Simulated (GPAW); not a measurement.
# A C chain with one bond drawn out by 0.6 Å: converging a transmission, part 2 of 2

Aim: the cheapest settings that leave the conductance of a C chain with one bond drawn out by 0.6 Å unchanged.

GPAW 26.7.0; GPAW LCAO, PAW setups; Landauer transmission from Green's functions with principal layers (ASE), zero bias.

So far, transmission at the Fermi level (one spin): step 2 (base settings) 0.899; step 5 (energies [-3, 3, 0.025] eV) 0.899; step 8 (density threshold: conv = 0.1) 0.900; step 9 (density threshold: conv = 0.01) 0.901; step 13 (k-points along the lead 2) 0.905.

**14. Varying the k-points along the lead: lead_nz = 4**

Input file run.py:

```python
import json
import numpy as np
from ase import Atoms
from ase.transport.calculators import TransportCalculator
from gpaw import GPAW, FermiDirac
from gpaw.lcao.tools import get_lcao_hamiltonian
from scipy.linalg import eigh

# The junction with lead layers at both ends, along the third cell vector
device = Atoms(
    ['C', 'C', 'C', 'C', 'C', 'C', 'C', 'C', 'C', 'C', 'C', 'C'],
    positions=[
        [4.50000, 4.50000, 0.64000],
        [4.50000, 4.50000, 1.92000],
        [4.50000, 4.50000, 3.20000],
        [4.50000, 4.50000, 4.48000],
        [4.50000, 4.50000, 5.76000],
        [4.50000, 4.50000, 7.04000],
        [4.50000, 4.50000, 8.92000],
        [4.50000, 4.50000, 10.20000],
        [4.50000, 4.50000, 11.48000],
        [4.50000, 4.50000, 12.76000],
        [4.50000, 4.50000, 14.04000],
        [4.50000, 4.50000, 15.32000]],
    cell=[[9.0, 0.0, 0.0], [0.0, 9.0, 0.0], [0.0, 0.0, 15.96]],
    pbc=True)

# One principal layer of the lead: the first 4 atoms of the device
lead = Atoms(
    ['C', 'C', 'C', 'C'],
    positions=[
        [4.50000, 4.50000, 0.64000],
        [4.50000, 4.50000, 1.92000],
        [4.50000, 4.50000, 3.20000],
        [4.50000, 4.50000, 4.48000]],
    cell=[[9.0, 0.0, 0.0], [0.0, 9.0, 0.0], [0.0, 0.0, 5.12]],
    pbc=True)

settings = dict(mode='lcao', basis='szp(dzp)', xc='PBE', h=0.2,
                occupations=FermiDirac(0.1), maxiter=250,
                mixer=dict(beta=0.1, nmaxold=8, weight=100.0),
                convergence=dict(density=0.0001))
energies = np.arange(-3, 3 + 1e-9, 0.075)
eta = 0.0001
n1, n2 = 1, 1
# k and -k transmit alike, so half of the mesh across the current serves
mesh = [(i, j) for i in range(n1) for j in range(n2) if (i, j) <= (-i % n1, -j % n2)]
weights = np.array([1 if (i, j) == (-i % n1, -j % n2) else 2 for i, j in mesh]) / (n1 * n2)

# [... helper functions left out ...]
fermi_lead = ground_state(lead, (1, 1, 4), 'lead.txt')
fermi_device = ground_state(device, (1, 1, 5), 'device.txt')
# [... loop over the mesh left out, but for ...]
        # Shift the lead onto the potential of the device's first layer
        shift = ((H[:, 0, 0] - H0[:, 0, 0]) / S0[0, 0]).real.mean()
# [...]
kT = 8.617333e-5 * 77
bias = [0.1, 0.2, 0.5, 1.0, 1.5, 2.0]
# [... integrals and printing left out ...]
```

Launch:

```console
> OMP_NUM_THREADS=1 OPENBLAS_NUM_THREADS=1 python run.py
```

Wall time 16 s (1 thread of Arm Neoverse V1, shared host); peak memory 0.51 GiB.

This step gave:

* conductance: 0.9007 G₀
* shift that aligns the lead: -0.01551 eV
* transmission at the Fermi level (one spin): 0.9008

One spin. Table of transmission, zone mean by energy, zero at the Fermi level:

energy (eV), transmission, zone mean and a bar from the least value:
```
    -3.00      0.437 
    -2.85      0.459 #
    -2.70      0.479 ###
    -2.55      0.497 ####
    -2.33      0.525 ######
    -2.17      0.544 #######
    -2.02      0.565 ########
    -1.88      0.588 ##########
    -1.73      0.614 ###########
    -1.57      0.641 #############
    -1.35      0.686 ################
    -1.20      0.717 ##################
    -1.05      0.748 ####################
    -0.90      0.779 ######################
    -0.75      0.808 ########################
    -0.60      0.834 #########################
    -0.38      0.867 ###########################
    -0.23      0.884 ############################
    -0.07      0.896 #############################
     0.00      0.901 ##############################
     0.07      0.904 ##############################
     0.23      0.908 ##############################
     0.30      0.908 ##############################
     0.38      0.907 ##############################
     0.60      0.901 ##############################
     0.75      0.893 #############################
     0.90      0.884 #############################
     1.05      0.875 ############################
     1.20      0.865 ###########################
     1.35      0.855 ###########################
     1.57      0.841 ##########################
     1.73      0.833 #########################
     1.88      0.826 #########################
     2.02      0.821 ########################
     2.17      0.818 ########################
     2.33      0.815 ########################
     2.55      0.815 ########################
     2.70      0.816 ########################
     2.85      0.818 ########################
     3.00      0.821 ########################
```

Not self-consistent under bias; the bias window is split evenly. The current through one cell, from the zero-bias transmission by bias:

| bias (V) | current through one cell, from the zero-bias transmission (μA) |
| --- | --- |
| 0.100 | 6.98 |
| 0.200 | 14.0 |
| 0.500 | 34.8 |
| 1.000 | 69.2 |
| 1.500 | 103 |
| 2.000 | 135 |

The conductance equals that of the base run to 0.2 %.

**15. Varying the k-points along the lead: lead_nz = 8**

run.py, as its differences from that of step 14:

```diff
@@ -50,3 +50,3 @@
 # [... helper functions left out ...]
-fermi_lead = ground_state(lead, (1, 1, 4), 'lead.txt')
+fermi_lead = ground_state(lead, (1, 1, 8), 'lead.txt')
 fermi_device = ground_state(device, (1, 1, 5), 'device.txt')
```

Run time: 16 s. Hardware: 1 thread; peak memory 0.52 GiB.

The conductance equals that of the base run to 0.2 %.

**16. K-points along the lead: lead_nz = 30**

run.py, as its differences from that of step 15:

```diff
@@ -50,3 +50,3 @@
 # [... helper functions left out ...]
-fermi_lead = ground_state(lead, (1, 1, 8), 'lead.txt')
+fermi_lead = ground_state(lead, (1, 1, 30), 'lead.txt')
 fermi_device = ground_state(device, (1, 1, 5), 'device.txt')
```

Elapsed: 17 s, on 1 thread; peak memory 0.51 GiB.

One spin. The transmission, zone mean by energy, zero at the Fermi level:

| energy (eV) | transmission, zone mean |
| --- | --- |
| -3.00 | 0.436 |
| -2.77 | 0.468 |
| -2.55 | 0.496 |
| -2.40 | 0.515 |
| -2.17 | 0.544 |
| -1.95 | 0.577 |
| -1.73 | 0.615 |
| -1.57 | 0.643 |
| -1.35 | 0.687 |
| -1.12 | 0.733 |
| -0.90 | 0.779 |
| -0.75 | 0.808 |
| -0.53 | 0.845 |
| -0.30 | 0.875 |
| -0.07 | 0.895 |
| 0.00 | 0.899 |
| 0.07 | 0.903 |
| 0.30 | 0.907 |
| 0.53 | 0.903 |
| 0.75 | 0.894 |
| 0.90 | 0.885 |
| 1.12 | 0.871 |
| 1.35 | 0.856 |
| 1.57 | 0.842 |
| 1.73 | 0.834 |
| 1.95 | 0.825 |
| 2.17 | 0.818 |
| 2.40 | 0.815 |
| 2.55 | 0.815 |
| 2.77 | 0.816 |
| 3.00 | 0.820 |

The conductance equals that of the base run to 0.2 %.

**17. Convergence in the k-points along the lead**

This step: convergence of the conductance (GPAW 26.7.0).

The conductance by k-points along the lead:

| k-points along the lead | conductance (G₀) |
| --- | --- |
| 2.0 | 0.905 |
| 4.0 | 0.901 |
| 8.0 | 0.900 |
| 22.0 | 0.899 |
| 30.0 | 0.899 |

**18. Varying the broadening: eta = 1e-06**

The broadening keeps the Green's functions finite; too large a value absorbs electrons where channels are open and leaks them where none are.

This step: GPAW LCAO, PAW setups; Landauer transmission from Green's functions with principal layers (ASE), zero bias (GPAW 26.7.0).

run.py, as its differences from that of step 16:

```diff
@@ -43,3 +43,3 @@
 energies = np.arange(-3, 3 + 1e-9, 0.075)
-eta = 0.0001
+eta = 1e-06
 n1, n2 = 1, 1
@@ -50,3 +50,3 @@
 # [... helper functions left out ...]
-fermi_lead = ground_state(lead, (1, 1, 30), 'lead.txt')
+fermi_lead = ground_state(lead, (1, 1, 22), 'lead.txt')
 fermi_device = ground_state(device, (1, 1, 5), 'device.txt')
```

It took 17 s on 1 thread; peak memory 0.51 GiB.

This step gave:

```
conductance                                : 0.8998 G₀
shift that aligns the lead                 : -0.01166 eV
transmission at the Fermi level (one spin) : 0.8999
```

One spin. Table of transmission, zone mean by energy, zero at the Fermi level:

| energy (eV) | transmission, zone mean |
| --- | --- |
| -3.0000 | 0.436 |
| -2.7750 | 0.468 |
| -2.4750 | 0.506 |
| -2.2500 | 0.535 |
| -2.0250 | 0.566 |
| -1.7250 | 0.615 |
| -1.5000 | 0.657 |
| -1.2750 | 0.703 |
| -0.9750 | 0.764 |
| -0.7500 | 0.808 |
| -0.5250 | 0.846 |
| -0.2250 | 0.883 |
| 0.0000 | 0.900 |
| 0.2250 | 0.907 |
| 0.3000 | 0.907 |
| 0.5250 | 0.904 |
| 0.7500 | 0.894 |
| 0.9750 | 0.881 |
| 1.2750 | 0.861 |
| 1.5000 | 0.847 |
| 1.7250 | 0.834 |
| 2.0250 | 0.822 |
| 2.2500 | 0.817 |
| 2.4750 | 0.815 |
| 2.7750 | 0.816 |
| 3.0000 | 0.820 |

Not self-consistent under bias; the bias window is split evenly. Current through one cell, from the zero-bias transmission against bias:

| bias (V) | current through one cell, from the zero-bias transmission (μA) |
| --- | --- |
| 0.100 | 6.97 |
| 0.200 | 13.9 |
| 0.500 | 34.8 |
| 1.000 | 69.1 |
| 1.500 | 103 |
| 2.000 | 135 |

The conductance equals that of the base run to 0.2 %.

**19. Varying the broadening: eta = 0.001**

run.py, as its differences from that of step 18:

```diff
@@ -43,3 +43,3 @@
 energies = np.arange(-3, 3 + 1e-9, 0.075)
-eta = 1e-06
+eta = 0.001
 n1, n2 = 1, 1
```

Elapsed: 17 s, on 1 thread; peak memory 0.51 GiB.

This step gave:

| Property | Result |
| --- | --- |
| conductance | 0.8960 G₀ |
| transmission at the Fermi level (one spin) | 0.8960 |

One spin. Table of transmission, zone mean by energy, zero at the Fermi level:

energy (eV), transmission, zone mean and a bar from the least value:
```
    -3.00      0.433 
    -2.77      0.465 ##
    -2.55      0.494 ####
    -2.40      0.512 #####
    -2.17      0.542 #######
    -1.95      0.575 #########
    -1.73      0.612 ###########
    -1.57      0.640 #############
    -1.35      0.684 ################
    -1.12      0.730 ###################
    -0.90      0.776 ######################
    -0.75      0.804 ########################
    -0.53      0.842 ##########################
    -0.30      0.872 ############################
    -0.07      0.892 #############################
     0.00      0.896 ##############################
     0.07      0.899 ##############################
     0.30      0.904 ##############################
     0.53      0.900 ##############################
     0.75      0.891 #############################
     0.90      0.882 #############################
     1.12      0.868 ############################
     1.35      0.853 ###########################
     1.57      0.839 ##########################
     1.73      0.832 #########################
     1.95      0.822 #########################
     2.17      0.816 ########################
     2.40      0.813 ########################
     2.55      0.812 ########################
     2.77      0.814 ########################
     3.00      0.817 ########################
```

Not self-consistent under bias; the bias window is split evenly. Table of current through one cell, from the zero-bias transmission by bias:

| bias (V) | current through one cell, from the zero-bias transmission (μA) |
| --- | --- |
| 0.100 | 6.94 |
| 0.200 | 13.9 |
| 0.500 | 34.6 |
| 1.000 | 68.8 |
| 1.500 | 102 |
| 2.000 | 134 |

The conductance, 0.896 G₀, lies 0.4 % below that of the base run.

**20. Varying the broadening: eta = 0.01**

run.py, as its differences from that of step 19:

```diff
@@ -43,3 +43,3 @@
 energies = np.arange(-3, 3 + 1e-9, 0.075)
-eta = 0.001
+eta = 0.01
 n1, n2 = 1, 1
```

Wall time 17 s (1 thread); peak memory 0.51 GiB.

The conductance, 0.862 G₀, lies 4.1 % below that of the base run.

**21. Broadening: eta = 0.05**

run.py, as its differences from that of step 20:

```diff
@@ -43,3 +43,3 @@
 energies = np.arange(-3, 3 + 1e-9, 0.075)
-eta = 0.01
+eta = 0.05
 n1, n2 = 1, 1
```

Run time: 17 s. Hardware: 1 thread; peak memory 0.51 GiB.

One spin. The transmission, zone mean by energy, zero at the Fermi level:

| energy (eV) | transmission, zone mean |
| --- | --- |
| -3.0000 | 0.310 |
| -2.7750 | 0.340 |
| -2.4750 | 0.377 |
| -2.2500 | 0.404 |
| -2.0250 | 0.434 |
| -1.7250 | 0.477 |
| -1.5000 | 0.514 |
| -1.2750 | 0.552 |
| -0.9750 | 0.605 |
| -0.7500 | 0.642 |
| -0.5250 | 0.676 |
| -0.2250 | 0.710 |
| 0.0000 | 0.727 |
| 0.2250 | 0.737 |
| 0.4500 | 0.740 |
| 0.5250 | 0.739 |
| 0.7500 | 0.735 |
| 0.9750 | 0.728 |
| 1.2750 | 0.716 |
| 1.5000 | 0.707 |
| 1.7250 | 0.700 |
| 2.0250 | 0.692 |
| 2.2500 | 0.690 |
| 2.4750 | 0.689 |
| 2.7750 | 0.692 |
| 3.0000 | 0.696 |

The conductance, 0.727 G₀, lies 19 % below that of the base run.

**22. Convergence in the broadening**

This step: convergence of the conductance (GPAW 26.7.0).

Table of conductance by log10 of the broadening in eV:

| log10 of the broadening in eV | conductance (G₀) |
| --- | --- |
| -6.00 | 0.900 |
| -4.00 | 0.899 |
| -3.00 | 0.896 |
| -2.00 | 0.862 |
| -1.30 | 0.727 |

**23. What came out**

| Item | Value |
| --- | --- |
| conductance at the base settings | 0.899 G₀ |
| range over the energy step (0.0125 to 0.2 eV) | 0.899 to 0.899 G₀ |
| range over the density threshold (1.0e-6 to 0.1) | 0.899 to 0.900 G₀ |
| range over the k-points along the lead (2 to 30) | 0.899 to 0.905 G₀ |
| range over the broadening (1.0e-6 to 0.05 eV) | 0.727 to 0.900 G₀ |

**Reading.** At the base settings the conductance, averaged at 77 K, is 0.899 G₀. In the energy step, no value tried moves the conductance by 3 %. In the density threshold, no value tried moves the conductance by 3 %. In the k-points along the lead, no value tried moves the conductance by 3 %. In the broadening, 0.001 eV already gives the conductance within 3 % of the finest value tried; currents at finite bias may need more. T is read at the junction's Fermi level after the lead is aligned to it, so the test of the lead's mesh is blind to a shift of the lead's own level, and the junction's own mesh wasn't varied. Over the ranges tried, the broadening moves it most, counted as a ratio. The geometry was built from estimated bond lengths and not relaxed, so the numbers describe this model structure. An evenly spaced straight chain is an idealisation: free chains tend to dimerise, zigzag or, where a band edge lies near the Fermi level, turn magnetic. The currents use the zero-bias T(E) throughout, which holds only while the bias is small against the distance to the nearest feature.

[Logs are printed without paths, hosts, clocks, repeated set-up lines and the standing remarks that a program may print on its own settings, such as how far it seeks lower states.]

[Hosts, paths, dates, database ids (printed as entryN), source tags and the programs' standing remarks are cut or masked in the printed files.]
